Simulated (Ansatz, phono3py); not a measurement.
# KI (Fm-3m): solver, mesh and scattering choices in phono3py, part 2 of 2

Wanted: the sensitivity of κ of KI to the choices of the transport step.

Experimental results on record:
- thermal conductivity 2.6 W/m/K near room temperature (given in “Combining the AFLOW GIBBS and Elastic Libraries to efficiently and robustly screen thermo-mechanical properties of solids”, 2017, arXiv:1611.05714)
- thermal conductivity 2.6 W/m/K near room temperature (given in “Predicting the lattice thermal conductivity of solids by solving the Boltzmann transport equation: AFLOW - AAPL an automated, accurate and efficient framework”, 2017, arXiv:1611.05481)

phono3py 4.10.0; DFT LDA, scalar-relativistic, plane waves, PAW; phono3py on Ansatz's force constants.

So far, κ at 300 K (W/m/K): step 2 (relaxation-time solution) 6.17; step 15 (solver LBTE) 6.89; step 16 (solver RTA with coherences (SMM19)) 6.22; step 17 (delta function Gaussian, sigma 0.01 THz) 6.45; step 18 (delta function Gaussian, sigma 1 THz) 3.88.

### Step 20. Without the dipole term, third order supercell 3×3×3, supercell 6×6×6 (continued)

W/m/K. Kappa, by row:

| T (K) | xx | yy | zz | yz | xz | xy |
| --- | --- | --- | --- | --- | --- | --- |
| 100 | 19.64 | 19.64 | 19.64 | 0 | 0 | 0 |
| 300 | 6.152 | 6.152 | 6.152 | 0 | 0 | 0 |

κ at 300 K goes from 6.17 to 6.15 W/(m K). Only the interpolation between the solved wavevectors changes, and the fewer these are, the more it matters.

### Step 21. A changed mass, third order supercell 3×3×3, supercell 6×6×6

Changing one mass at fixed force constants separates the effect of mass from that of bonding.

Input file phono3py.yaml:

```yaml
phono3py:
  version: "4.10.0"
  frequency_unit_conversion_factor: 15.633302
  symmetry_tolerance: 1.00000e-05

physical_unit:
  atomic_mass: "AMU"
  length: "angstrom"

space_group:
  type: "Fm-3m"
  number: 225
  Hall_symbol: "-F 4 2 3"

primitive_matrix:
- [  1.000000000000000,  0.000000000000000,  0.000000000000000 ]
- [  0.000000000000000,  1.000000000000000,  0.000000000000000 ]
- [  0.000000000000000,  0.000000000000000,  1.000000000000000 ]

supercell_matrix:
- [   3,   0,   0 ]
- [   0,   3,   0 ]
- [   0,   0,   3 ]

# [primitive_cell block left out]
unit_cell:
  lattice:
  - [     0.000000000000000,     3.408740235900000,     3.408740235900000 ] # a
  - [     3.408740235900000,     0.000000000000000,     3.408740235900000 ] # b
  - [     3.408740235900000,     3.408740235900000,     0.000000000000000 ] # c
  points:
  - symbol: K # 1
    coordinates: [  0.000000000000000,  0.000000000000000,  0.000000000000000 ]
    mass: 39.098300
    reduced_to: 1
  - symbol: I # 2
    coordinates: [  0.500000000000000,  0.500000000000000,  0.500000000000000 ]
    mass: 126.904470
    reduced_to: 2

# [supercell block left out]
phonon_supercell_matrix:
- [   6,   0,   0 ]
- [   0,   6,   0 ]
- [   0,   0,   6 ]

# [phonon_primitive_cell block left out]
# [phonon_supercell block left out]
nac:
  born_effective_charge:
  - # 1 (K)
    - [  1.105344423381858,  0.000000000000000,  0.000000000000000 ]
    - [  0.000000000000000,  1.105344423381858,  0.000000000000000 ]
    - [  0.000000000000000,  0.000000000000000,  1.105344423381858 ]
  - # 2 (I)
    - [ -1.105344423381858,  0.000000000000000,  0.000000000000000 ]
    - [  0.000000000000000, -1.105344423381858,  0.000000000000000 ]
    - [  0.000000000000000,  0.000000000000000, -1.105344423381858 ]
  dielectric_constant:
    - [  3.119588513636768,  0.000000000000000,  0.000000000000000 ]
    - [  0.000000000000000,  3.119588513636768,  0.000000000000000 ]
    - [  0.000000000000000,  0.000000000000000,  3.119588513636768 ]
  unit_conversion_factor: 14.399645
```

On the command line:

```bash
> phono3py phono3py.yaml --mesh 15 15 15 --br --mass 78.197 126.904 --ts 100 300
```

Wall time 6.2 s (16 threads of Arm Neoverse V2, shared host); peak memory 0.24 GiB; 43 s of CPU time.

This step gave:

```
κ at 300 K            : 3.272 W/m/K
κ xx, yy, zz at 300 K : 3.272, 3.272, 3.272 W/m/K
```

W/m/K. Kappa, by row:

| T (K) | xx | yy | zz | yz | xz | xy |
| --- | --- | --- | --- | --- | --- | --- |
| 100 | 10.09 | 10.09 | 10.09 | 0 | 0 | 0 |
| 300 | 3.272 | 3.272 | 3.272 | 0 | 0 | 0 |

Without isotope scattering in either run, κ at 300 K goes from 6.18 to 3.27 W/(m K).

### Step 22. Mass disorder, third order supercell 3×3×3, supercell 6×6×6

A typed mass variance takes the place of the natural one on the sites of one element, as a model of more or less disorder.

phono3py.yaml is that of step 21.

On the command line:

```bash
> phono3py phono3py.yaml --mesh 15 15 15 --br --isotope --mv 0.000164 0.1 --ts 100 150 200 300 400 500
```

The job ended after 6.5 s (16 threads; peak memory 0.24 GiB; 47 s of CPU time).

This step gave:

- κ at 300 K: 0.9196 W/m/K
- κ xx, yy, zz at 300 K: 0.9196, 0.9196, 0.9196 W/m/K

W/m/K. Kappa, by row:

| T (K) | xx | yy | zz | yz | xz | xy |
| --- | --- | --- | --- | --- | --- | --- |
| 100 | 1.495 | 1.495 | 1.495 | 0 | 0 | 0 |
| 150 | 1.256 | 1.256 | 1.256 | 0 | 0 | 0 |
| 200 | 1.105 | 1.105 | 1.105 | 0 | 0 | 0 |
| 300 | 0.9196 | 0.9196 | 0.9196 | 0 | 0 | 0 |
| 400 | 0.8049 | 0.8049 | 0.8049 | 0 | 0 | 0 |
| 500 | 0.7248 | 0.7248 | 0.7248 | 0 | 0 | 0 |

κ at 300 K goes from 6.17 in the base run to 0.920 W/(m K).

### Step 23. An input with a fault, third order supercell 3×3×3, supercell 6×6×6

This input was changed on purpose, to see how the program answers.

phono3py.yaml is that of step 22.

On the command line:

```bash
> phono3py phono3py.yaml --mesh 1 1 1 --br --ts 300
```

It took 2.8 s on 16 threads; peak memory 0.24 GiB; 2.8 s of CPU time.

The run finished. A setting was moved off its sound value on purpose, so it serves as a test and not as the result.

The fault put into the input: one q point.

### Step 24. Summary of results

```yaml
kappa_at_300_k_rta_natural_isotopes_mesh_15x15x15: 6.17 W/m/K
kappa_at_300_k_rta_pure_mesh_15x15x15: 6.18 W/m/K
kappa_at_300_k_lbte_mesh_15x15x15: 6.89 W/m/K
kappa_at_300_k_with_coherences_mesh_15x15x15: 6.22 W/m/K
kappa_at_300_k_no_dipole_term_mesh_15x15x15: 6.15 W/m/K
```

In words: On these constants κ of KI at 300 K is 6.17 W/(m K) in the base run, by relaxation time; smearing and coherences move that between 3.88 and 6.45. The full solution gives 6.89 W/(m K) (phono3py, mesh 15×15×15). On the same constants and mesh Ansatz's figure, which includes its coherence part, and phono3py's, which doesn't, differ by up to 1.8 %; with phono3py's own coherence part added, which is defined differently, the largest difference is 0.15 %. The last step of the mesh series (23 to 29) moves κ at 300 K by +0.2 %, while the coarsest mesh gives 172 % of the densest value. Normal processes make 55 % of the three-phonon scattering at 300 K, weighting modes by their heat capacity. A boundary length of 0.01 µm leaves 24 % of κ at 300 K. A boundary length of 10 µm leaves 99 % of κ at 300 K. Scaling the mass of K by 2 at fixed force constants, a model exercise, multiplies the isotope-free κ by 0.530. A mass variance of 0.1 on the I sites, typed in place of the natural one, gives 15 % of the base value. A measured thermal conductivity near room temperature is 2.6 W/m/K (arXiv:1611.05714); the calculated 6.89 W/m/K differs by +165 %. The relaxed cell is 10 % smaller in volume than the database cell, which stiffens most phonons and usually raises κ; no run here tested that. Four-phonon, defect and boundary scattering, which are left out, would lower the calculated value; thermal expansion is left out too. The cell of these runs is 10 % smaller in volume than the database cell; frequencies and all that rests on them shift with it.

[Logs are printed without paths, hosts, clocks, repeated set-up lines and the standing remarks that a program may print on its own settings, such as how far it seeks lower states.]

[Hosts, paths, dates, database ids (printed as entryN), source tags and the programs' standing remarks are cut or masked in the printed files.]

[A step with changed settings may run another functional than the one named; its input shows which.]
